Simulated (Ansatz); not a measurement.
# How many bands does the GW gap of Ge2SeN2 (Cmc2_1) need?, part 2 of 2

Aim: see how the G0W0 gap of Ge2SeN2 (Cmc2_1) on PBE moves with empty bands and screening cutoff, and what each rung costs.

Ansatz 0.2.0; G0W0 on PBE, plane waves, PAW; PAW set soft_1. Known limits of the many-body steps: not at the basis limit; no spin-orbit coupling; coarse k mesh.

So far. Step 4 (946 empty bands, screening to 180 eV): Against the run with 4×4×4 mesh, 439 empty bands, screening to 108 eV, PAW set soft_1 files, the gap moves by −0.05 eV.

### 5. Changing the k mesh: 2×2×2 mesh, 439 empty bands, screening to 108 eV, PAW set soft_1 files

Only the mesh changes. It samples the long-range screening, which converges on its own terms. Bands and cutoff differ from the step before, so it is read against an earlier run that matches them.

File input.yaml:

```yaml
crystal:
  lattice:
    - [5.6390191657, -2.9515389733, 0.0]
    - [5.6390191657, 2.9515389733, 0.0]
    - [0.0, 0.0, 5.183237]
  atoms:
    - { symbol: Ge, position: [0.333819, 0.03403, 0.33372] }
    - { symbol: Ge, position: [0.96597, 0.666181, 0.33372] }
    - { symbol: Ge, position: [0.666181, 0.96597, 0.83372] }
    - { symbol: Ge, position: [0.03403, 0.333819, 0.83372] }
    - { symbol: Se, position: [0.289802, 0.710198, 0.174027] }
    - { symbol: Se, position: [0.710198, 0.289802, 0.674027] }
    - { symbol: "N", position: [0.346734, 0.090559, 0.681267] }
    - { symbol: "N", position: [0.909441, 0.653266, 0.681267] }
    - { symbol: "N", position: [0.653266, 0.909441, 0.181267] }
    - { symbol: "N", position: [0.090559, 0.346734, 0.181267] }
kpoints:
  mp_grid: { grid: [2, 2, 2] }
hamiltonian:
  xc: pbe
  pseudopotentials: { kind: paw, azcp: { folder: soft_1 } }
scf:
  occupations: { method: fixed }
gw:
  n_empty_bands: 439
  ecut_chi: 108
  qp_bands: [v3, c3]
  qp_kpoints: band_edges
  screening: { model: contour_deformation }
```

Run with:

```console
$ ansatz run input.yaml --threads 2 --pin off --max-ram 92160MiB --backend cuda --events-out ev --progress --plain --runs-dir out --devices 1 --max-vram 13GiB
```

Numbers of over 12 decimals in the logs are rounded to 6 here.

The program printed:

```text
GPUs: using 1 of 1 available (devices: 1).
[...]
GPU FFT provider: cuFFT
GPU libraries: cuBLAS 13.8.2, cuFFT 12.4.0, cuSOLVER 12.3.4
Crystal: 10 atoms, lattice volume = 172.537 Å³
Basis set: ecut = 420 eV, 3383 PW (Γ)
Bands: 65, of which v1, the nominal top of the filled ones, is band 54 counted from 1 (53 counted from 0)
Symmetry: 4 space group operations
[...]
k-points: 6 of 8
[...]
1    53      6.4863   -18.7762     2.6132   -15.5908  0.7378     5.9047     5.9143  root
[...]
5    54      6.2632   -17.8050     2.5523   -14.5754  0.7354     5.5704     5.5859  root
     5    55     10.4129   -11.2736    -4.2469   -16.1618  0.7643    11.0649    11.0541  root
     5    56     10.4129   -11.2736    -4.2469   -16.1618  0.7643    11.0649    11.0541  root
     5    57     10.6833   -10.3193    -4.2336   -15.1559  0.7639    11.2964    11.2863  root
[key lines of the parts left out:]
SCF converged after 9 iterations
Free energy (F): -29654.248674 eV
Fermi energy:    6.773391 eV
```

Run time: 14 s. Hardware: 1 × NVIDIA H100 80GB HBM3 (shared by 6 runs) with 2 threads of AMD EPYC 7R13 (Zen 3), shared host; peak memory 1.5 GiB.

This step gave:

| Quantity | Value |
| --- | --- |
| bands summed | 493 |
| RPA ε∞ on this mesh (eigenvalues) | 6.289, 6.747, 8.983 |
| plane waves in the screening matrix | 433 |
| G0W0 gap on the mesh | 2.888 eV |
| k of the valence top | 0, -0.5, 0 |
| k of the conduction bottom | 0, 0, 0 |
| starting gap on the mesh | 1.707 eV |
| least direct G0W0 gap on the computed points | 3.040 eV |

Against the run with 4×4×4 mesh, 439 empty bands, screening to 108 eV, PAW set soft_1 files, the gap moves by −0.06 eV.

### 6. Changing the frequency model: 4×4×4 mesh, 946 empty bands, screening to 180 eV, plasmon pole, PAW set soft_1 files

A plasmon pole stands in for the full frequency dependence of the screening; this run shows what that costs in accuracy. Bands and cutoff differ from the step before, so it is read against an earlier run that matches them.

Changes to input.yaml since step 5:

```diff
@@ -17,3 +17,3 @@
 kpoints:
-  mp_grid: { grid: [2, 2, 2] }
+  mp_grid: { grid: [4, 4, 4] }
 hamiltonian:
@@ -24,6 +24,6 @@
 gw:
-  n_empty_bands: 439
-  ecut_chi: 108
+  n_empty_bands: 946
+  ecut_chi: 180.0
   qp_bands: [v3, c3]
   qp_kpoints: band_edges
-  screening: { model: contour_deformation }
+  screening: { model: godby_needs }
```

The program printed:

```text
GPUs: using 1 of 1 available (devices: 1).
[...]
GPU FFT provider: cuFFT
GPU libraries: cuBLAS 13.8.2, cuFFT 12.4.0, cuSOLVER 12.3.4
Crystal: 10 atoms, lattice volume = 172.537 Å³
Basis set: ecut = 420 eV, 3383 PW (Γ)
Bands: 65, of which v1, the nominal top of the filled ones, is band 54 counted from 1 (53 counted from 0)
Symmetry: 4 space group operations
[...]
k-points: 21 of 64 (time reversal used)
[...]
1    53      6.3714   -18.0479     2.1093   -14.9902  0.7903     5.4176     5.4231  root
[...]
19    54      6.5186   -17.5429     2.0595   -14.4686  0.7918     5.4975     5.5038  root
    19    55     10.1678   -11.9026    -4.2097   -16.7177  0.8008    10.7751    10.7732  root
    19    56     10.3724   -10.9262    -4.2091   -15.6634  0.8028    10.9020    10.9005  root
    19    57     10.9227   -10.7552    -4.4699   -15.8200  0.8043    11.5195    11.5175  root
[key lines of the parts left out:]
SCF converged after 9 iterations
Free energy (F): -29654.333719 eV
Fermi energy:    6.782973 eV
```

It took 8.9 min on 1 × NVIDIA H100 80GB HBM3 (shared by 6 runs) with 2 threads; peak memory 9.8 GiB.

This step gave:

| Quantity | Value |
| --- | --- |
| bands summed | 1000 |
| plasmon-pole fit frequency | 29.38 eV |
| RPA ε∞ on this mesh (eigenvalues) | 5.318, 5.472, 7.748 |
| plane waves in the screening matrix | 945 |
| G0W0 gap on the mesh | 2.960 eV |
| k of the valence top | 0, -0.5, 0 |
| k of the conduction bottom | 0, 0, 0 |
| starting gap on the mesh | 1.694 eV |
| least direct G0W0 gap on the computed points | 3.082 eV |

Against the run with 4×4×4 mesh, 946 empty bands, screening to 180 eV, PAW set soft_1 files, the gap moves by +0.06 eV.

### 7. The runs together

Times are wall times on 1 × NVIDIA H100 80GB HBM3 (shared by 6 runs) with 2 threads of AMD EPYC 7R13 (Zen 3), shared host, good to a factor of about two.

```csv
mesh,files,frequency,bands summed,cutoff (eV),start (eV),G0W0 (eV),time,host memory (GiB)
4×4×4,PAW set soft_1,contour deformation,209,54,1.694,2.891,37 s,1.5
4×4×4,PAW set soft_1,contour deformation,493,108,1.694,2.947,2 min,2.6
4×4×4,PAW set soft_1,contour deformation,1000,180,1.694,2.895,5.6 min,5.8
2×2×2,PAW set soft_1,contour deformation,493,108,1.707,2.888,14 s,1.5
4×4×4,PAW set soft_1,plasmon pole,1000,180,1.694,2.960,8.9 min,9.8
```

How the two edges are built up, in eV (the quasiparticle level is the starting level plus Σx plus Σc less Vxc):

```csv
run,edge,start,Σx,Σc,Vxc,Z,QP
209 bands,valence top,6.73,-19.27,3.00,-16.04,0.76,6.50
209 bands,conduction bottom,8.48,-12.59,-2.97,-16.47,0.79,9.39
493 bands,valence top,6.73,-19.27,2.62,-16.04,0.75,6.13
493 bands,conduction bottom,8.48,-12.59,-3.29,-16.47,0.78,9.07
1000 bands,valence top,6.73,-19.27,2.42,-16.04,0.75,5.92
1000 bands,conduction bottom,8.48,-12.59,-3.54,-16.47,0.78,8.82
```

 Where G0W0 reorders the edges (209 bands, 493 bands and 1000 bands), the two states listed lie further apart at the start than the starting gap.

### 8. Results

| Item | Value |
| --- | --- |
| 209 bands, 54 eV | 2.891 eV |
| 493 bands, 108 eV | 2.947 eV |
| 1000 bands, 180 eV | 2.895 eV |
| mesh and start | 4×4×4, PBE |

**Reading.** From 209 to 1000 bands the gap moves by +0.004 eV while the time grows 9.1-fold. Σc changes by −0.58 eV at the valence top and −0.58 eV at the conduction bottom, so the levels themselves move more than the gap between them. The gap turns back along the series, so no limit is drawn from it. On the 2×2×2 mesh in place of 4×4×4 the gap differs by −0.06 eV, of which +0.01 eV is already in the start. The plasmon-pole model gives +0.06 eV against contour deformation, 5 % of the correction, and saved no time in this program. The many-body steps are scalar-relativistic: spin-orbit coupling is not in them.

[Paths, hosts, dates, memory and timing lines, banners, echoed tables and standing remarks are left out of the program output.]

[Logs are printed without paths, hosts, clocks, repeated set-up lines and the standing remarks that a program may print on its own settings, such as how far it seeks lower states.]

[Runs of the session that timed out or met a known fault of the program may be left out.]

[Cells called generated may have been cut or substituted from an entry of the Crystallography Open Database or the Materials Project.]

[Hosts, paths, dates, database ids (printed as entryN), source tags and the programs' standing remarks are cut or masked in the printed files.]
